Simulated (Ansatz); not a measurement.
# 2H-NbTe2 monolayer in a perpendicular field, part 3 of 3

Aim: how the 2H-NbTe2 monolayer screens a field along its normal, and what the field does to its bands. A positive field points along +c.

Ansatz 0.2.0; plane-wave DFT, PBE-D3(BJ), Ansatz PAW.

So far. Step 3 (Atoms held, field 0): The work function of the upper face is 4.98 eV. Step 4 (Atoms held, field 0.1 V/Å): The dipole is 0.0405 e·Å.

### Step 5. Atoms held, field -0.1 V/Å

File input.yaml:

```yaml
crystal:
  lattice:
    - [3.6253806365, 0.0, 0.0]
    - [-1.8126903183, 3.1396717296, 0.0]
    - [0.0, 0.0, 21.7267669323]
  atoms:
    - { symbol: Te, position: [0.3333333333, 0.6666666667, 0.4142355845], spin: 0.01 }
    - { symbol: Nb, position: [0.0, 0.0, 0.5], spin: 0.33 }
    - { symbol: Te, position: [0.3333333333, 0.6666666667, 0.5857644155], spin: 0.01 }
magnetization:
  spin_polarized: true
kpoints:
  mp_grid: { grid: [12, 12, 1] }
  band_path:
    path: [[0, 0, 0], [0.5, 0, 0], [0.33333333, 0.33333333, 0], [0, 0, 0]]
    npoints: 16
hamiltonian:
  xc: pbe
  dispersion: d3bj
scf:
  occupations: { method: fermi_dirac, width: 0.02585 }
  convergence: { dr2_threshold: 1.0e-10 }
efield:
  axis: 3
  dipole_correction: true
  ramp_position: 0.97
  ramp_width: 0.06
  amplitude: -0.1
output:
  write_potential: true
  write_density: true
  volumetric_format: npy
```

Started as:

```
ansatz run input.yaml --threads 2 --pin off --max-ram 3072MiB --backend cpu --events-out ev --progress --plain --runs-dir out
```

Numbers of over 12 decimals in the logs are rounded to 6 here.

The program printed:

```text
[...]
Crystal: 3 atoms, lattice volume = 247.305 Å³
Basis set: ecut = 420 eV, 4777 PW (Γ)
Bands: 28, of which v1, the nominal top of the filled ones, is band 23 counted from 1 (22 counted from 0)
Symmetry: 6 space group operations
k-points: 19 of 144 (time reversal used)
[...]
Starting moments: Σ|m| = 0.35 μB on 3 of 3 sites
[...]
k-point 1 ↑: bands = [... 19 lower, -0.9762, -0.2551, -0.1515, 0.1668, 3.0621, 3.0823, 3.3886, 3.4780, ... 1 higher]
  k-point 2 ↑: bands = [... 19 lower, -0.7653, -0.5967, -0.4000, 0.0715, 2.3935, 2.7587, 3.0061, 3.7317, ... 1 higher]
  k-point 18 ↓: bands = [... 19 lower, -2.3115, -2.2870, -1.1339, 1.0093, 2.3953, 2.8024, 3.5552, 4.8032, ... 1 higher]
[key lines of the parts left out:]
SCF converged after 18 iterations
Magnetization: 0.6992 μB (22.8496 up, 22.1504 down)
Free energy (F): -18514.638999 eV
Fermi energy:    0.295251 eV
Dipole field:    D = -0.029608 V/Å  (p = -0.040465 e·Å, saw-weighted, corrected)
```

The job ended after 42 s (2 threads of Arm Neoverse V1, shared host; peak memory 0.64 GiB; 83 s of CPU time).

The dipole is -0.0405 e·Å.

### Step 6. Response, atoms held

This step: plane-wave DFT, PBE-D3(BJ), Ansatz PAW; response to a field along the normal, atoms held (Ansatz 0.2.0).

The dipoles give the slope, and the difference of two potentials shows where the field is screened.

Numbers from this step:

* equivalent conductor thickness p/(ε₀AE): 6.433 Å
* distance between the outer atoms: 3.727 Å

Table of dipole of the cell by applied field:

| applied field (V/Å) | dipole of the cell (e·Å) |
| --- | --- |
| -0.1000 | -0.0405 |
| 0.0000 | 0 |
| 0.1000 | 0.0405 |

The total moment stays at 0.699 μB for applied field from -0.1 to 0.1 V/Å.

Local field over the applied field, running mean. From the potentials at -0.1 and 0.1 V/Å; running mean over 2.5 Å. Table of local field over applied field by z:

z (Å), local field over applied field and a bar:
```
     4.06      0.999 ##############################
     4.49      0.997 ##############################
     4.78      0.994 ##############################
     5.21      0.986 ##############################
     5.50      0.975 #############################
     5.94      0.944 ############################
     6.23      0.907 ###########################
     6.66      0.817 ########################
     6.95      0.732 ######################
     7.39      0.586 #################
     7.68      0.484 ##############
     8.11      0.334 ##########
     8.40      0.240 #######
     8.84      0.122 ###
     9.27      0.055 #
     9.56      0.039 #
     9.99      0.033 
    10.28      0.029 
    10.72      0.021 
    11.01      0.021 
    11.44      0.029 
    11.73      0.033 
    12.17      0.039 #
    12.46      0.055 #
    12.89      0.122 ###
    13.33      0.240 #######
    13.62      0.334 ##########
    14.05      0.484 ##############
    14.34      0.586 #################
    14.77      0.732 ######################
    15.06      0.817 ########################
    15.50      0.907 ###########################
    15.79      0.944 ############################
    16.22      0.975 #############################
    16.51      0.986 ##############################
    16.95      0.994 ##############################
    17.24      0.997 ##############################
    17.67      0.999 ##############################
```

Electrons, planar mean, per unit field. Induced electron density against z:

```
z (Å)  induced electron density (e/Å³ per V/Å)
 4.06                                   5.4e-6
 4.49                                   1.4e-5
 4.78                                   2.6e-5
 5.21                                   6.4e-5
 5.50                                   1.2e-4
 5.94                                   2.7e-4
 6.23                                   4.7e-4
 6.66                                  0.00102
 6.95                                  0.00163
 7.39                                  0.00287
 7.68                                  0.00349
 8.11                                  0.00267
 8.40                                  0.00117
 8.84                                   6.2e-4
 9.27                                   4.9e-4
 9.56                                   6.8e-4
 9.99                                  -4.3e-4
10.28                                 -0.00104
10.72                                  -3.3e-4
11.01                                   3.3e-4
11.44                                  0.00104
11.73                                   4.3e-4
12.17                                  -6.8e-4
12.46                                  -4.9e-4
12.89                                  -6.2e-4
13.33                                 -0.00117
13.62                                 -0.00267
14.05                                 -0.00349
14.34                                 -0.00287
14.77                                 -0.00163
15.06                                 -0.00102
15.50                                  -4.7e-4
15.79                                  -2.7e-4
16.22                                  -1.2e-4
16.51                                  -6.4e-5
16.95                                  -2.6e-5
17.24                                  -1.4e-5
17.67                                  -5.4e-6
```

By hand: between -0.1 and 0.1 V/Å the dipole changes by 0.08093 e·Å, a slope of 0.4046 e·Å²/V. A perfect conductor of thickness t has p = ε₀AEt, so t = 180.95 × 0.4046 / 11.383 = 6.43 Å (e/ε₀ = 180.95 V·Å, A in Å²).

The induced dipole is that of a conductor 6.43 Å thick.

### Step 7. Summary of results

* gap without field: none
* work function, upper face: 4.98 eV
* equivalent conductor thickness, atoms held: 6.43 Å

What this shows: The induced dipole equals that of a perfect conductor 6.43 Å thick, while the outer atoms lie 3.73 Å apart. There is no gap over 0.03 eV, with or without the field. For an open d or f shell that can be the fault of a semilocal functional without a Hubbard term. The magnetic order is the one reached from the typed start; other orders were not compared. Spin-orbit coupling is left out, which matters for the bands of elements this heavy.

[Logs are printed without paths, hosts, clocks, repeated set-up lines and the standing remarks that a program may print on its own settings, such as how far it seeks lower states.]

[Hosts, paths, dates, database ids (printed as entryN), source tags and the programs' standing remarks are cut or masked in the printed files.]

[Maps of the electrostatic potential energy from Ansatz leave out the sawtooth potential of an applied field or a dipole correction, so their vacuum need not be flat; planar profiles and work functions include it.]
